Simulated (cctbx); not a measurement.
## TbYbDyBiS6 with cctbx, script by script

Library: cctbx 2025.11.

## 1. Energy scan

run.py:

```python
from cctbx import adptbx, crystal, miller, xray
from cctbx.array_family import flex
from cctbx.eltbx import sasaki

cs = crystal.symmetry(unit_cell=(11.049, 4.206, 11.625, 90, 104.39, 90), space_group_symbol='Hall: -P 2yb')  # P2_1/m
atoms = [  # label, site, U (iso, or U11 U22 U33 U12 U13 U23 in A^2), occupancy
    ("Bi1", (0.6781, 0.75, 0.5853), (0.0146, 0.0069, 0.0110, 0.0000, 0.0044, 0.0000), 1),
    ("Yb1", (0.9486, 0.75, 0.3523), (0.0148, 0.0146, 0.0071, 0.0000, 0.0037, 0.0000), 1),
    ("Dy1", (0.8365, 0.25, 0.9653), (0.0096, 0.0098, 0.0159, 0.0000, 0.0087, 0.0000), 1),
    ("Tb1", (0.5323, 0.75, 0.1788), (0.0160, 0.0156, 0.0108, 0.0000, 0.0038, 0.0000), 1),
    ("S1", (0.7233, 0.25, 0.2696), (0.0282, 0.0299, 0.0210, 0.0000, 0.0054, 0.0000), 1),
    ("S2", (0.1008, 0.25, 0.4297), (0.0220, 0.0273, 0.0160, 0.0000, 0.0064, 0.0000), 1),
    ("S3", (0.6962, 0.25, 0.7416), (0.0079, 0.0107, 0.0087, 0.0000, -0.0001, 0.0000), 1),
    ("S4", (0.9465, 0.75, 0.1007), (0.0201, 0.0236, 0.0135, 0.0000, 0.0050, 0.0000), 1),
    ("S5", (0.6004, 0.25, 0.3836), (0.0119, 0.0171, 0.0190, 0.0000, 0.0025, 0.0000), 1),
    ("S6", (0.6339, 0.75, 0.9684), (0.0217, 0.0152, 0.0303, 0.0000, 0.0087, 0.0000), 1),
]
xs = xray.structure(crystal_symmetry=cs)
for label, site, u, occ in atoms:
    u = adptbx.u_cif_as_u_star(cs.unit_cell(), u) if isinstance(u, tuple) else u
    xs.add_scatterer(xray.scatterer(label, site=site, u=u, occupancy=occ))
hkl = [(2, 0, 2), (0, 1, 2), (0, 0, 1), (1, 1, 0)]
ms = miller.set(cs, flex.miller_index(hkl + [tuple(-v for v in h) for h in hkl]), anomalous_flag=True)
print("E (eV)    f'(Dy)   f''   " + "".join("%16s" % ("|F|" + " ".join(map(str, h))) for h in hkl))
for e in [7190, 7540, 7670, 7730, 7760, 7775, 7782, 7786, 7794, 7798, 7805, 7820, 7850, 7940, 8190]:
    xs.set_inelastic_form_factors(12398.42 / e, "sasaki")
    t = sasaki.table("Dy").at_ev(e)
    f = flex.abs(ms.structure_factors_from_scatterers(xs, algorithm="direct").f_calc().data())
    n = len(hkl)
    print("%7.0f %7.2f %6.2f  " % (e, t.fp(), t.fdp()) + "".join("%9.1f/%6.1f" % (f[k], f[k + n]) for k in range(n)))
```

```console
$ python run.py
```

```text
E (eV)    f'(Dy)   f''           |F|2 0 2        |F|0 1 2        |F|0 0 1        |F|1 1 0
   7190   -8.39   4.17      267.7/ 267.7    191.7/ 191.7     53.9/  53.9     74.9/  74.9
   7540  -10.32   3.87      256.1/ 256.1    184.0/ 184.0     60.4/  60.4     76.0/  76.0
   7670  -11.93   3.76      259.8/ 259.8    188.8/ 188.8     59.8/  59.8     79.9/  79.9
   7730  -13.37   3.72      258.5/ 258.5    188.7/ 188.7     61.9/  61.9     82.4/  82.4
   7760  -14.85   3.69      256.5/ 256.5    187.9/ 187.9     64.5/  64.5     84.9/  84.9
   7775  -16.31   3.68      254.4/ 254.4    186.9/ 186.9     67.2/  67.2     87.3/  87.3
   7782  -17.61   3.68      252.4/ 252.4    185.9/ 185.9     69.6/  69.6     89.5/  89.5
   7786  -18.98   3.67      250.4/ 250.4    184.9/ 184.9     72.3/  72.3     91.7/  91.7
   7794  -19.65  10.58      251.4/ 251.4    185.4/ 185.4     73.6/  73.6     91.5/  91.5
   7798  -17.92  10.57      254.1/ 254.1    186.8/ 186.8     70.2/  70.2     88.6/  88.6
   7805  -16.45  10.55      256.3/ 256.3    188.1/ 188.1     67.3/  67.3     86.1/  86.1
   7820  -14.86  10.50      258.8/ 258.8    189.5/ 189.5     64.1/  64.1     83.4/  83.4
   7850  -13.29  10.41      261.2/ 261.2    191.0/ 191.0     60.9/  60.9     80.8/  80.8
   7940  -11.31  10.15      263.9/ 263.9    193.0/ 193.0     56.6/  56.6     77.4/  77.4
   8190   -9.63   9.52      263.7/ 263.7    194.0/ 194.0     53.1/  53.1     73.7/  73.7
```

Run time: 0.43 s on 1 thread of Arm Neoverse N1, on a shared host, peak memory 0.07 GiB.

[Logs are printed without paths, hosts, clocks, repeated set-up lines and the standing remarks that a program may print on its own settings, such as how far it seeks lower states.]
